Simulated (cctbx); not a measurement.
# Accept or mend?

Cell a = 4.1450 Å, b = 11.3040 Å, c = 7.3190 Å, α = 90.00°, β = 90.00°, γ = 90.00°; space group Cmcm (no. 63).

Simulated single-crystal data (cctbx): Mo Kα, λ = 0.71073 Å, to d = 0.8 Å, 70 % of the full sphere, strongest reflection 20000 counts, noise from counting, a 4 % proportional error and a noise floor of 2 counts (s.d.); no absorption.

An anisotropic refinement with weights 1/σ² prints:

```text
Rint 0.026, 56 unique reflections to 1.30 A
cycle     R1     wR2    GooF  max shift (A)
   1  0.0110  0.0236   1.231   0.00282
   2  0.0099  0.0215   1.122   0.00000
final R1 0.0099 wR2 0.0215 GooF 1.122  parameters 18  data/parameter 3.1
atom        x        y        z      Ueq    occ   su(xyz)  su(Uiso or U11)
Dy1    0.00000  0.04661  0.75000   0.0031  1.000  0.00005  0.0009
Si1    0.50000  0.26879  0.75000   0.0046  1.000  0.00033  0.0031
Mg1    0.00000  0.33442  0.93906   0.0045  1.000  0.00043  0.0030
N1     0.50000  0.00000  0.50000   0.0031  1.000  0.00000  0.0090  NPD
difference map: max 0.38 min -0.28 rms 0.08
Q1    0.0000  0.1060  0.2500    4    0.38  1.42 A from Si1
Q2    0.0000  0.4463  0.7500    4    0.38  1.87 A from Mg1
Q3    0.0000  0.3970  0.2500    4    0.18  1.87 A from Si1
Q4    0.0000  0.2779  0.7500    4    0.17  1.52 A from Mg1
Q5    0.0000  0.2575  0.0187    8    0.16  1.05 A from Mg1
Q6    0.1727  0.1459  0.5694   16    0.15  1.67 A from Mg1
```

**Question.** Can this result stand? If not, what is the likely fault?

Mend it. The fault: data cut at low resolution. Against the right model at the same level, R1 goes from 0.0097 to 0.0099 and GooF from 0.96 to 1.12 and N1 goes non-positive-definite. The atoms are right, but there are too few data for the parameters: R1 flatters and the s.u.s grow. Data per parameter fall from 12.1 to 3.1.

The compound is DyMg2SiN. The right model at the same level gives:

```text
Rint 0.030, 217 unique reflections to 0.80 A
cycle     R1     wR2    GooF  max shift (A)
   1  0.0099  0.0227   0.993   0.00016
   2  0.0097  0.0219   0.958   0.00000
final R1 0.0097 wR2 0.0219 GooF 0.958  parameters 18  data/parameter 12.1
atom        x        y        z      Ueq    occ   su(xyz)  su(Uiso or U11)
Dy1    0.00000  0.04661  0.75000   0.0035  1.000  0.00001  0.0001
Si1    0.50000  0.26869  0.75000   0.0054  1.000  0.00009  0.0005
Mg1    0.00000  0.33424  0.93881   0.0059  1.000  0.00013  0.0005
N1     0.50000  0.00000  0.50000   0.0064  1.000  0.00000  0.0017
difference map: max 0.57 min -0.53 rms 0.14
Q1    0.0000  0.1326  0.2500    4    0.57  1.12 A from Si1
Q2    0.0000  0.4160  0.7500    4    0.54  1.66 A from Mg1
Q3    0.0752  0.4785  0.7500    8    0.42  1.87 A from N1
Q4    0.1748  0.0908  0.1815   16    0.38  1.79 A from Dy1
Q5    0.2130  0.2831  0.7500    8    0.34  1.20 A from Si1
Q6    0.1435  0.1817  0.0650   16    0.34  1.49 A from Mg1
```

The model is made up (kin elements in a known structure type, no relaxation), so it says nothing on whether the phase exists.

[Middle refinement cycles are left out of these outputs.]

[Logs are printed without paths, hosts, clocks, repeated set-up lines and the standing remarks that a program may print on its own settings, such as how far it seeks lower states.]
